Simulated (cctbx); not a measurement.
# Diagnosing a refinement

Cell a = 5.1360 Å, b = 5.1360 Å, c = 38.7220 Å, α = 90.00°, β = 90.00°, γ = 120.00°; space group R-3m (no. 166). The compound is Tb2Mn7.

Simulated single-crystal data (cctbx): synchrotron X-rays, λ = 0.7749 Å, to d = 0.84 Å, 95 % of the full sphere, strongest reflection 20000 counts, noise from counting, a 4 % proportional error and a noise floor of 2 counts (s.d.); no absorption.

An anisotropic refinement with weights 1/σ² prints:

```text
Rint 0.029, 74 unique reflections to 1.32 A
cycle     R1     wR2    GooF  max shift (A)
   1  0.0084  0.0222   1.125   0.00079
   2  0.0071  0.0152   0.771   0.00000
final R1 0.0071 wR2 0.0152 GooF 0.771  parameters 24  data/parameter 3.1
atom        x        y        z      Ueq    occ   su(xyz)  su(Uiso or U11)
Tb1    0.33333  0.66667  0.81500   0.0041  1.000  0.00001  0.0005
Tb2    0.33333  0.66667  0.71766   0.0035  1.000  0.00001  0.0005
Mn1    0.66667  0.33333  0.83333   0.0058  1.000  0.00000  0.0011
Mn2    0.66667  0.33333  0.72070   0.0058  1.000  0.00005  0.0009
Mn3    0.33333  0.66667  0.94640   0.0062  1.000  0.00004  0.0008
Mn4    0.50000  0.50000  0.00000   0.0078  1.000  0.00000  0.0009
Mn5    0.33510  0.16755  0.77587   0.0076  1.000  0.00016  0.0014
difference map: max 0.18 min -0.27 rms 0.06
Q1    0.0445  0.5222  0.7076   18    0.19  1.34 A from Tb2
Q2    0.0634  0.5317  0.4894   18    0.18  1.64 A from Tb1
Q3    0.9903  0.4951  0.4079   18    0.16  1.71 A from Tb2
Q4    0.0000  0.3124  0.0000   18    0.13  0.96 A from Mn4
Q5    0.0074  0.4325  0.2425   36    0.11  1.36 A from Mn5
Q6    0.1098  0.2196  0.4778   18    0.11  1.30 A from Mn1
```

**Question.** Can this result stand? If not, what is the likely fault?

Mend it. The fault: data cut at low resolution. Against the right model at the same level, R1 goes from 0.0084 to 0.0071 and GooF from 0.93 to 0.77. The atoms are right, but there are too few data for the parameters: R1 flatters and the s.u.s grow. Data per parameter fall from 10 to 3.1.

The compound is Tb2Mn7. The right model at the same level gives:

```text
Rint 0.033, 240 unique reflections to 0.84 A
cycle     R1     wR2    GooF  max shift (A)
   1  0.0116  0.0326   1.474   0.00063
   2  0.0084  0.0206   0.932   0.00000
final R1 0.0084 wR2 0.0206 GooF 0.932  parameters 24  data/parameter 10.0
atom        x        y        z      Ueq    occ   su(xyz)  su(Uiso or U11)
Tb1    0.33333  0.66667  0.81498   0.0037  1.000  0.00001  0.0001
Tb2    0.33333  0.66667  0.71767   0.0034  1.000  0.00001  0.0001
Mn1    0.66667  0.33333  0.83333   0.0061  1.000  0.00000  0.0003
Mn2    0.66667  0.33333  0.72066   0.0050  1.000  0.00002  0.0002
Mn3    0.33333  0.66667  0.94638   0.0056  1.000  0.00002  0.0003
Mn4    0.50000  0.50000  0.00000   0.0070  1.000  0.00000  0.0003
Mn5    0.33504  0.16752  0.77587   0.0068  1.000  0.00009  0.0003
difference map: max 0.33 min -0.60 rms 0.12
Q1    0.0382  0.2128  0.6229   36    0.33  1.08 A from Mn2
Q2    0.0000  0.0000  0.4378    6    0.33  1.49 A from Mn5
Q3    0.9630  0.2293  0.2689   36    0.32  1.35 A from Mn3
Q4    0.0000  0.0000  0.0305    6    0.32  0.80 A from Tb2
Q5    0.0824  0.5412  0.4844   18    0.31  1.72 A from Tb1
Q6    0.0000  0.0000  0.3654    6    0.31  0.85 A from Mn2
```

The model was made for the exercise: a known structure type with other elements put in, its volume estimated, not relaxed; displacement parameters are assumed.

[Middle refinement cycles are left out of these outputs.]

[Logs are printed without paths, hosts, clocks, repeated set-up lines and the standing remarks that a program may print on its own settings, such as how far it seeks lower states.]
